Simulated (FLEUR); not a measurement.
# TiHg: energy against a fixed spin moment, part 2 of 2

Aim: the energy of TiHg as a function of its total spin moment.

FLEUR MaX-R8.1; PBEsol; all-electron FLAPW, Dirac cores, scalar-relativistic bands.

So far, magnetization (μB): step 2 (unconstrained state) 0.566; step 4 (with continued, fixed moment 0.583 μB a cell) 0.583.

## (5) Moment fixed at 0.437 μB

File inp.xml:

```
<?xml version="1.0" encoding="UTF-8" standalone="no"?>
<fleurInput fleurInputVersion="0.39">
   <comment>
      TiHg
   </comment>
   <calculationSetup>
      <cutoffs Kmax="3.6" Gmax="10.8" GmaxXC="10.8" numbands="0"/>
      <scfLoop itmax="90" minDistance="0.00002" maxIterBroyd="15" imix="Anderson" alpha="0.05" precondParam="0.0" spinf="2.0" sdNocoIR="T"/>
      <coreElectrons ctail="T" frcor="F" kcrel="0" coretail_lmax="0"/>
      <xcFunctional name="PBEs" relativisticCorrections="F"/>
      <magnetism jspins="2" fixed_moment="0.437"/>
      <soc l_soc="F" theta="0.0" phi="0.0" spav="F"/>
      <expertModes spex="0" secvar="F"/>
      <geometryOptimization l_f="F" forcealpha="1.0" forcemix="BFGS" epsdisp="0.00001" epsforce="0.00001"/>
      <ldaU l_linMix="F" mixParam="0.05" spinf="1.0"/>
   </calculationSetup>
   <cell>
      <bzIntegration valenceElectrons="30.0" mode="hist" fermiSmearingEnergy="0.00110248">
         <kPointListSelection listName="default-1"/>
         <xi:include xmlns:xi="http://www.w3.org/2001/XInclude" href="kpts.xml"> </xi:include>
      </bzIntegration>
      <xi:include xmlns:xi="http://www.w3.org/2001/XInclude" href="sym.xml"> </xi:include>
      <bulkLattice scale="1.0">
         <bravaisMatrix>
            <row-1>    5.6861859089213995     0.0000000000000000     0.0000000000000000</row-1>
            <row-2>    0.0000000000000000     5.6861859089213995     0.0000000000000000</row-2>
            <row-3>    0.0000000000000000     0.0000000000000000     7.6363832695086007</row-3>
         </bravaisMatrix>
      </bulkLattice>
   </cell>
   <atomSpecies>
      <species name="Titanium (1.001" element="Ti" atomicNumber="22">
         <mtSphere radius="2.7" gridPoints="893" logIncrement="0.014"/>
         <atomicCutoffs lmax="10" lnonsphr="8"/>
         <electronConfig flipSpins="F">
            <coreConfig>(1s1/2) (2s1/2) (2p1/2) (2p3/2)</coreConfig>
            <valenceConfig>(3s1/2) (3p1/2) (3p3/2) (4s1/2) (3d3/2) (3d5/2)</valenceConfig>
            <stateOccupation state="(3d3/2)" spinUp="0.4" spinDown="0.4"/>
            <stateOccupation state="(3d5/2)" spinUp="1.1005" spinDown="0.0995"/>
         </electronConfig>
         <energyParameters s="4" p="4" d="3" f="4"/>
         <lo type="SCLO" l="0" n="3" eDeriv="0"/>
         <lo type="SCLO" l="1" n="3" eDeriv="0"/>
      </species>
      <species name="Mercury (Hg)" element="Hg" atomicNumber="80">
         <mtSphere radius="2.7" gridPoints="893" logIncrement="0.015"/>
         <atomicCutoffs lmax="10" lnonsphr="8"/>
         <electronConfig flipSpins="F">
            <coreConfig>(1s1/2) (2s1/2) (2p1/2) (2p3/2) (3s1/2) (3p1/2) (3p3/2) (4s1/2) (3d3/2) (3d5/2) (4p1/2) (4p3/2) (5s1/2) (4d3/2) (4d5/2) (4f5/2) (4f7/2)</coreConfig>
            <valenceConfig>(5p1/2) (5p3/2) (6s1/2) (5d3/2) (5d5/2)</valenceConfig>
         </electronConfig>
         <energyParameters s="6" p="6" d="5" f="5"/>
         <lo type="SCLO" l="1" n="5" eDeriv="0"/>
      </species>
   </atomSpecies>
   <atomGroups>
      <atomGroup species="Titanium (1.001">
         <relPos label="                   1">1.000/2.000 1.000/2.000 1.000/2.000</relPos>
         <force calculate="T" relaxXYZ="TTT"/>
      </atomGroup>
      <atomGroup species="Mercury (Hg)">
         <relPos label="                   2">.0000000000 .0000000000 .0000000000</relPos>
         <force calculate="T" relaxXYZ="TTT"/>
      </atomGroup>
   </atomGroups>
   <output dos="F" band="F" slice="F">
      <bandDOS minEnergy="-.5*Htr" maxEnergy="0.5*Htr" sigma="0.015" storeEVData="T"/>
      <plotting iplot="0" polar="F">
         <plot TwoD="T" vec1="  1.0  0.0  0.0" vec2="  0.0  1.0  0.0" vec3="  0.0  0.0  1.0" zero="  0.0  0.0  0.0" file="plot"/>
      </plotting>
      <moessbauerParams electricFieldGradient="F" isomerShift="F" coreHyperfine="F" valenceHyperfine="F"/>
   </output>
</fleurInput>
```

Started as:

```console
$ OMP_NUM_THREADS=1 mpirun -n 2 fleur_MPI > fleur.log
```

What it wrote:

```text
[banner, memory and clock lines left out]
Welcome to FLEUR        (www.flapw.de)
      MaX-Release 8.1          (www.max-centre.eu)

 ========== k-point set info ==========
 Selected k-point list: default-1
 k-point list type: mesh
 10 x 10 x 10
 Number of k points: 126

 [... set-up left out ...]
 Iteration:     1   Distance:       1.11491877 me/bohr^3
 Iteration:     2   Distance:       1.06459115 me/bohr^3
 Iteration:     3   Distance:       0.16399614 me/bohr^3
 Iteration:     4   Distance:       0.09586988 me/bohr^3
 Iteration:     5   Distance:       0.08519318 me/bohr^3
[...]
<sumOfEigenvalues value="   -12602.5390145406">
               <coreElectrons value="-12584.3511858193"/>
               <valenceElectrons value="-18.1878287213"/>
            </sumOfEigenvalues>
         [... left out ...]
            <freeEnergy value="-20509.3017721064"/>
            <extrapolationTo0K value="-20509.3016259933"/>
         </totalEnergy>
         <densityConvergence units="me/bohr^3">
            <chargeDensity spin="1" distance="0.0000048854"/>
            <chargeDensity spin="2" distance="0.0000086768"/>
            <overallChargeDensity distance="0.0000090937"/>
            <spinDensity distance="0.0000107524"/>
         </densityConvergence>
      </iteration>
```

Elapsed: 44 s, on 2 MPI ranks of Arm Neoverse V2, shared host; peak memory 0.17 GiB.

Read from the output:

```yaml
magnetization: 0.437 μB
```

Its energy lies +1.6 meV a cell from the free run's.

## (6) Moment fixed at 0.729 μB

inp.xml: that of step 5 with these lines changed.

```diff
@@ -10,3 +10,3 @@
       <xcFunctional name="PBEs" relativisticCorrections="F"/>
-      <magnetism jspins="2" fixed_moment="0.437"/>
+      <magnetism jspins="2" fixed_moment="0.729"/>
       <soc l_soc="F" theta="0.0" phi="0.0" spav="F"/>
```

What it wrote:

```text
[banner, memory and clock lines left out]
Welcome to FLEUR        (www.flapw.de)
      MaX-Release 8.1          (www.max-centre.eu)

 ========== k-point set info ==========
 Selected k-point list: default-1
 k-point list type: mesh
 10 x 10 x 10
 Number of k points: 126

 [... set-up left out ...]
 Iteration:     1   Distance:       1.47270545 me/bohr^3
 Iteration:     2   Distance:       1.40645713 me/bohr^3
 Iteration:     3   Distance:       0.19390147 me/bohr^3
 Iteration:     4   Distance:       0.11478225 me/bohr^3
 Iteration:     5   Distance:       0.08499525 me/bohr^3
[...]
<sumOfEigenvalues value="   -12602.4923048195">
               <coreElectrons value="-12584.3121600364"/>
               <valenceElectrons value="-18.1801447831"/>
            </sumOfEigenvalues>
         [... left out ...]
            <freeEnergy value="-20509.3017966949"/>
            <extrapolationTo0K value="-20509.3016616717"/>
         </totalEnergy>
         <densityConvergence units="me/bohr^3">
            <chargeDensity spin="1" distance="0.0000079149"/>
            <chargeDensity spin="2" distance="0.0000106891"/>
            <overallChargeDensity distance="0.0000152615"/>
            <spinDensity distance="0.0000109949"/>
         </densityConvergence>
      </iteration>
```

Elapsed: 44 s, on 2 MPI ranks; peak memory 0.13 GiB.

This step gave:

* magnetization: 0.729 μB

Its energy lies +1.0 meV a cell from the free run's.

## (7) All moments

The other moments were run in the same way.

The energy over the lowest by total spin moment:

| total spin moment (μB a cell) | energy over the lowest (meV a cell) |
| --- | --- |
| 0.000 | 8.86 |
| 0.146 | 8.25 |
| 0.291 | 5.75 |
| 0.437 | 1.62 |
| 0.566 | 0.00264 |
| 0.583 | 0 |
| 0.729 | 0.956 |
| 0.874 | 3.04 |
| 1.020 | 5.71 |
| 1.166 | 13.7 |

The moment, largest sphere moment by total spin moment:

| total spin moment (μB a cell) | moment, largest sphere moment (μB) |
| --- | --- |
| 0.000 | 0 |
| 0.146 | 0.120 |
| 0.291 | 0.243 |
| 0.437 | 0.365 |
| 0.566 | 0.470 |
| 0.583 | 0.484 |
| 0.729 | 0.607 |
| 0.874 | 0.731 |
| 1.020 | 0.857 |
| 1.166 | 0.974 |

## (8) Summary of results

```json
{
  "moment of the free run": "0.566 μB a cell",
  "moment of the lowest point": "0.583 μB a cell",
  "energy of the spinless run": "8.86 meV a cell over the lowest"
}
```

What this shows: The lowest point lies 8.86 meV a cell under the spinless run, in free energy at a smearing of 0.03 eV. The point at zero is the spinless run. Opposed orders, which also have no total moment, were not run.

[Logs and program files are shortened in this print: banners, set-up blocks, solver, clock and traceback lines can be left out without a mark of their own.]

[Logs are printed without paths, hosts, clocks, repeated set-up lines and the standing remarks that a program may print on its own settings, such as how far it seeks lower states.]

[Hosts, paths, dates, database ids (printed as entryN), source tags and the programs' standing remarks are cut or masked in the printed files.]

[Where a cell is said to come from a database of computed structures, the database is the Materials Project.]
